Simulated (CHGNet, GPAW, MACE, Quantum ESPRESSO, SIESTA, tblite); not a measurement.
# Which run comes nearest? Random packing of P45S55 (at. %) (78 atoms)

Density of this cell: 2.06 g/cm³. The cell holds 78 atoms: 35 P and 43 S. Its edges and angles: a = 12.566 Å, b = 12.566 Å, c = 12.566 Å, α = 90.0°, β = 90.0°, γ = 90.0°. 78 atoms (35 P, 43 S) packed at random in a cube at 2.06 g/cm³ and pushed apart as soft spheres; a start for melting by ab initio MD, not an equilibrated structure. Then every atom was moved at random, 0.02 Å r.m.s. a Cartesian component.

Geometry: as built.

The reference, a calculation:

- method: Kohn-Sham DFT, PBE, SSSP efficiency 1.3.0 pseudopotentials, plane waves (Quantum ESPRESSO 7.5); sssp-pbe-1.3.0-efficiency, cutoffs 45/360 Ry, Γ point
- r.m.s. force component: 0.9011 eV/Å
- longest force: 2.535 eV/Å
- pressure: -9.756 GPa
- time: 9.5 min on 4 MPI ranks of Arm Neoverse V2, shared host
- CPU time: 38 min

**Question.** The same geometry is run in other programs. How far does each lie from the reference, and what does it cost?
- GPAW PBE, LCAO dzp, h 0.2 Å, other mixer settings (GPAW 26.7.0; 1 thread)
- MACE MP-0b2 small potential (MACE MP-0b2 small; 1 thread)
- SIESTA PBE, DZP, shift 0.04 Ry, mesh 300 Ry (SIESTA 5.4.2; 1 thread)
- tblite GFN1-xTB (tblite 0.8.0; 1 thread)
- GPAW PBE, LCAO dzp, h 0.2 Å (GPAW 26.7.0; 1 thread)
- GPAW PBE, LCAO szp(dzp), h 0.2 Å (GPAW 26.7.0; 1 thread)
- GPAW PBE, LCAO dzp, h 0.28 Å (GPAW 26.7.0; 1 thread)
- SIESTA optB88-vdW, PBE potentials, DZP, shift 0.01 Ry, mesh 300 Ry (SIESTA 5.4.2; 2 MPI ranks)
- MACE MP-0b3 medium potential (MACE MP-0b3 medium; 1 thread)
- SIESTA PBE, SZP, shift 0.01 Ry, mesh 300 Ry (SIESTA 5.4.2; 1 thread)

Differences are against the plane-wave reference, forces as r.m.s. over components; share is that over the reference's r.m.s. force, slope the least-squares factor from reference forces to these. Total energies of different programs have different zeros and aren't compared.

```
                                                               run  Δ force, r.m.s. (meV/Å)  share (%)  slope  Δ pressure (GPa)  cores  CPU time  memory (GiB)
                                                         reference                        -          -      -                 -      4    38 min           5.0
                 GPAW PBE, LCAO dzp, h 0.2 Å, other mixer settings                      109       12.1  0.925                 -      1   3.8 min           1.3
                                       MACE MP-0b2 small potential                      457       50.7  0.784              3.53      1     5.9 s          0.67
              SIESTA PBE, DZP, shift 0.04 Ry, mesh 300 Ry (coarse)                      268       29.7  1.113             -14.1      1   3.2 min          0.91
                                                   tblite GFN1-xTB                      571       63.3  1.467             -11.6      1     9.5 s          0.16
                                       GPAW PBE, LCAO dzp, h 0.2 Å                      108       12.0  0.925                 -      1   2.7 min           1.4
                         GPAW PBE, LCAO szp(dzp), h 0.2 Å (coarse)                      296       32.9  0.778                 -      1   2.1 min           1.4
                             GPAW PBE, LCAO dzp, h 0.28 Å (coarse)                      116       12.9  0.922                 -      1      97 s          0.58
SIESTA optB88-vdW, PBE potentials, DZP, shift 0.01 Ry, mesh 300 Ry                      257       28.5  0.785            -0.354      2    24 min           2.5
                                      MACE MP-0b3 medium potential                      311       34.5  0.943             0.558      1     7.3 s          0.84
              SIESTA PBE, SZP, shift 0.01 Ry, mesh 300 Ry (coarse)                      358       39.7  0.722            -0.348      1   4.4 min           1.1
```

Rows marked coarse were listed beforehand as settings not expected to be converged; some can still land near the reference.

Times of the machine-learned potentials are mostly Python's start and the loading of weights.

CPU time is summed over cores on a shared host, where runs went side by side, so it is rough. Symmetry, cutoffs, thresholds, outputs and thread counts weren't matched or tuned between programs; memory under MPI is the largest rank's times the ranks.

The PBE runs in local orbitals, coarse settings apart, differ by 12 % in each run; basis, grid and potentials can all enter. Tight binding differs by 63 % (tblite GFN1-xTB); it is another model, with fitted parameters of its own, and the xTB methods hold dispersion. Machine-learned potentials differ by 35 % (MACE MP-0b3 medium potential) to 51 % (MACE MP-0b2 small potential); they were trained on other programs' data. Among those trained on PBE data the slope goes as low as 0.78, with a correlation of 0.86, so directions differ as well as sizes. Rows with another functional or a dispersion term differ by 29 % (SIESTA optB88-vdW, PBE potentials, DZP, shift 0.01 Ry, mesh 300 Ry), which mixes the change of model with differences of basis and potentials, some of them made for another functional. Periodic xTB results under one method name differ between programs and library versions. The electron count is odd in these runs, and they have no spin polarisation, so the unpaired electron is spread evenly over both spins. Machine-learned potentials mimic data converged in k, so the reference's own k-point error enters their differences. The electronic-structure runs sample only Γ, in a cell whose shortest periodic width is 13 Å, which is coarse for a cell with partly filled levels.

[Logs are printed without paths, hosts, clocks, repeated set-up lines and the standing remarks that a program may print on its own settings, such as how far it seeks lower states.]

[Hosts, paths, dates, database ids (printed as entryN), source tags and the programs' standing remarks are cut or masked in the printed files.]
